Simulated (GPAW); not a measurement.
## Collinear magnetic orders of Cr (Chromium) with GPAW

Wanted: the moments of Cr (Chromium) and the energy of each order that was tried.

Program: GPAW 26.7.0. Level of theory: PBE; plane waves with GPAW's PAW setups, scalar-relativistic. Results are calculated unless marked as measured.

This is a report of a sequence of runs, with most program output left out.

## (1) The starting structure

The structure is cubic, space group Im-3m (No. 229). Conventional cell: a = 2.884 Å, b = 2.884 Å, c = 2.884 Å, α = 90.00°, β = 90.00°, γ = 90.00°. Cr has 8 Cr at 2.50 Å nearest.

As a file:

```
Cr
1.0
    -1.44195    1.44195    1.44195
     1.44195   -1.44195    1.44195
     1.44195    1.44195   -1.44195
Cr
1
Direct
  0.00000 0.00000 0.00000
```

## (2) Order 1, typed as ferro +

Parallel moments need no larger cell; this start tests for a ferromagnetic state only.

Contents of order1.py:

```python
import json
import numpy as np
from ase import Atoms
from ase.parallel import paropen, parprint
from gpaw import GPAW

atoms = Atoms(['Cr'],
    cell=[[-1.44195, 1.44195, 1.44195],
         [1.44195, -1.44195, 1.44195],
         [1.44195, 1.44195, -1.44195]],
    scaled_positions=[[0.0, 0.0, 0.0]],
    pbc=True,
    magmoms=[2.5])
atoms.calc = GPAW(mode={'name': 'pw', 'ecut': 550},
    xc='PBE',
    kpts={'size': (16, 16, 16), 'gamma': True},
    occupations={'name': 'fermi-dirac', 'width': 0.05},
    convergence={'density': 1e-05, 'energy': 1e-05},
    maxiter=200,
    txt='order1.txt')
e = atoms.get_potential_energy(force_consistent=True)
res = {'free_energy': e, 'energy_sigma0': atoms.get_potential_energy(), 'fermi_energy': atoms.calc.get_fermi_level()}
res['moments'] = atoms.get_magnetic_moments().tolist()
res['total'] = atoms.get_magnetic_moment()
parprint('site moments (muB):', np.round(res['moments'], 3))
parprint(f"total moment: {res['total']:.3f} muB")
parprint(f'free energy: {e:.6f} eV')
atoms.calc.write('order1.gpw')
with paropen('results.json', 'w') as f:
    json.dump(res, f)
```

The run is started by

```
> OMP_NUM_THREADS=1 mpirun -n 2 gpaw python order1.py > order1.log
```

The job ended after 25 s (2 MPI ranks of Intel Xeon Platinum 8259CL at 2.50GHz (Skylake/Cascade Lake), shared host; peak memory 0.33 GiB).

This step gave:

```yaml
final_state: non-magnetic
```

After 12 cycles the seed has died away: no moment is left.

## (3) Order 2, typed as antiferro q=(1/2,1/2,1/2) +-

Reversing part of the moments tests the sign of the couplings between them.

This order needs a doubled cell of 2 atoms. Its mesh is chosen so that both cells sample the same points.

Contents of order2.py:

```python
import json
import numpy as np
from ase import Atoms
from ase.parallel import paropen, parprint
from gpaw import GPAW

atoms = Atoms(['Cr', 'Cr'],
    cell=[[-2.8839, 2.8839, 2.8839],
         [0.0, 0.0, 2.8839],
         [0.0, 2.8839, 0.0]],
    scaled_positions=[[0.0, 0.0, 0.0],
         [0.5, 0.0, 0.0]],
    pbc=True,
    magmoms=[2.5, -2.5])
atoms.calc = GPAW(mode={'name': 'pw', 'ecut': 550},
    xc='PBE',
    kpts={'size': (8, 16, 16), 'gamma': True},
    occupations={'name': 'fermi-dirac', 'width': 0.05},
    convergence={'density': 1e-05, 'energy': 1e-05},
    maxiter=200,
    txt='order2.txt')
e = atoms.get_potential_energy(force_consistent=True)
res = {'free_energy': e, 'energy_sigma0': atoms.get_potential_energy(), 'fermi_energy': atoms.calc.get_fermi_level()}
res['moments'] = atoms.get_magnetic_moments().tolist()
res['total'] = atoms.get_magnetic_moment()
parprint('site moments (muB):', np.round(res['moments'], 3))
parprint(f"total moment: {res['total']:.3f} muB")
parprint(f'free energy: {e:.6f} eV')
atoms.calc.write('order2.gpw')
with paropen('results.json', 'w') as f:
    json.dump(res, f)
```

The run is started by

```
> OMP_NUM_THREADS=1 mpirun -n 2 gpaw python order2.py > order2.log
```

It took 3.3 min on 2 MPI ranks; peak memory 0.51 GiB; 6.6 min of CPU time.

This step gave:

```
magnetization  : 0 μB
final state    : antiferromagnetic
largest moment : 1.315 μB
```

It lies 34.3 meV a seeded atom under the first start, and its largest moment is 1.31 μB against 3.6e-6 μB.

## (4) Start 3: antiferro q=(0,0,1/2) +-

An opposed order shows whether the pairs that it reverses prefer unlike signs.

This order needs a doubled cell of 2 atoms. Its mesh is chosen so that both cells sample the same points.

order3.py is the script of step 3 with these lines changed:

```diff
@@ -7,7 +7,7 @@
 atoms = Atoms(['Cr', 'Cr'],
-    cell=[[-2.8839, 2.8839, 2.8839],
-         [0.0, 0.0, 2.8839],
-         [0.0, 2.8839, 0.0]],
+    cell=[[-1.44195, 1.44195, 1.44195],
+         [1.44195, -1.44195, 1.44195],
+         [2.8839, 2.8839, -2.8839]],
     scaled_positions=[[0.0, 0.0, 0.0],
-         [0.5, 0.0, 0.0]],
+         [0.0, 0.0, 0.5]],
     pbc=True,
@@ -16,3 +16,3 @@
     xc='PBE',
-    kpts={'size': (8, 16, 16), 'gamma': True},
+    kpts={'size': (16, 16, 8), 'gamma': True},
     occupations={'name': 'fermi-dirac', 'width': 0.05},
@@ -20,3 +20,3 @@
     maxiter=200,
-    txt='order2.txt')
+    txt='order3.txt')
 e = atoms.get_potential_energy(force_consistent=True)
@@ -28,3 +28,3 @@
 parprint(f'free energy: {e:.6f} eV')
-atoms.calc.write('order2.gpw')
+atoms.calc.write('order3.gpw')
 with paropen('results.json', 'w') as f:
```

The run is started by

```
> OMP_NUM_THREADS=1 mpirun -n 2 gpaw python order3.py > order3.log
```

The job ended after 3.1 min (2 MPI ranks; peak memory 0.57 GiB).

The spin moment in the augmentation sphere vanishes on all atoms.

Numbers from this step:

```yaml
final_state: non-magnetic
```

It ends in the same state without moments as the first start; the 8.7e-5 meV between them is numerical noise.

## (5) Run 4 (no spin polarisation)

This run holds no moments, which gives a state to set the others against.

Contents of nospin.py:

```python
import json
import numpy as np
from ase import Atoms
from ase.parallel import paropen, parprint
from gpaw import GPAW

atoms = Atoms(['Cr'],
    cell=[[-1.44195, 1.44195, 1.44195],
         [1.44195, -1.44195, 1.44195],
         [1.44195, 1.44195, -1.44195]],
    scaled_positions=[[0.0, 0.0, 0.0]],
    pbc=True)
atoms.calc = GPAW(mode={'name': 'pw', 'ecut': 550},
    xc='PBE',
    kpts={'size': (16, 16, 16), 'gamma': True},
    occupations={'name': 'fermi-dirac', 'width': 0.05},
    convergence={'density': 1e-05, 'energy': 1e-05},
    maxiter=200,
    txt='nospin.txt')
e = atoms.get_potential_energy(force_consistent=True)
res = {'free_energy': e, 'energy_sigma0': atoms.get_potential_energy(), 'fermi_energy': atoms.calc.get_fermi_level()}
parprint(f'free energy: {e:.6f} eV')
atoms.calc.write('nospin.gpw')
with paropen('results.json', 'w') as f:
    json.dump(res, f)
```

The run is started by

```
> OMP_NUM_THREADS=1 mpirun -n 2 gpaw python nospin.py > nospin.log
```

It took 14 s on 2 MPI ranks; peak memory 0.32 GiB.

This step gave:

```yaml
final_state: non-magnetic (no spin polarisation)
```

It ends in the same state without moments as the first start; the 1.9e-6 meV between them is numerical noise.

## (6) The states side by side

These are free energies at a smearing of 0.05 eV, so its entropy term is in the differences. They are divided by the number of seeded atoms, so that cells of unlike size compare. Wavevectors q in the names are fractions of the reciprocal vectors of the first run's cell.

Orders:

| start | final state | typed order kept | energy over the lowest (meV a seeded atom) | largest site moment (μB) | net moment (μB a primitive cell) | mesh matched | CPU time (s) |
| --- | --- | --- | --- | --- | --- | --- | --- |
| ferro + | non-magnetic | no | 34.31 | 0 | 0 | yes | 48.81 |
| antiferro q=(1/2,1/2,1/2) +- | antiferromagnetic | yes | 0 | 1.315 | 0 | yes | 394.4 |
| antiferro q=(0,0,1/2) +- | non-magnetic | no | 34.31 | 0 | 0 | yes | 372.3 |
| no spin polarisation | non-magnetic | - | 34.31 | 0 | 0 | yes | 28.15 |

## (7) What came out

| Item | Value |
| --- | --- |
| lowest state found | antiferromagnetic (typed antiferro q=(1/2,1/2,1/2) +-) |
| largest site moment | 1.31 μB |
| next state | non-magnetic, 34.3 meV a seeded atom higher |
| energy gained by spin polarisation | 34.3 meV a seeded atom |

In words: The lowest state found is antiferromagnetic, reached from the start antiferro q=(1/2,1/2,1/2) +-, with moments up to 1.31 μB. 2 starts left the typed pattern (a sign turned or a seeded moment died), so such an energy belongs to the state reached, not the one typed. This is the lowest of 4 finished starts, no proof of the ground state.

[Logs and program files are shortened in this print: banners, set-up blocks, solver, clock and traceback lines can be left out without a mark of their own.]

[Logs are printed without paths, hosts, clocks, repeated set-up lines and the standing remarks that a program may print on its own settings, such as how far it seeks lower states.]

[Hosts, paths, dates, database ids (printed as entryN), source tags and the programs' standing remarks are cut or masked in the printed files.]

[Where a cell is said to come from a database of computed structures, the database is the Materials Project.]
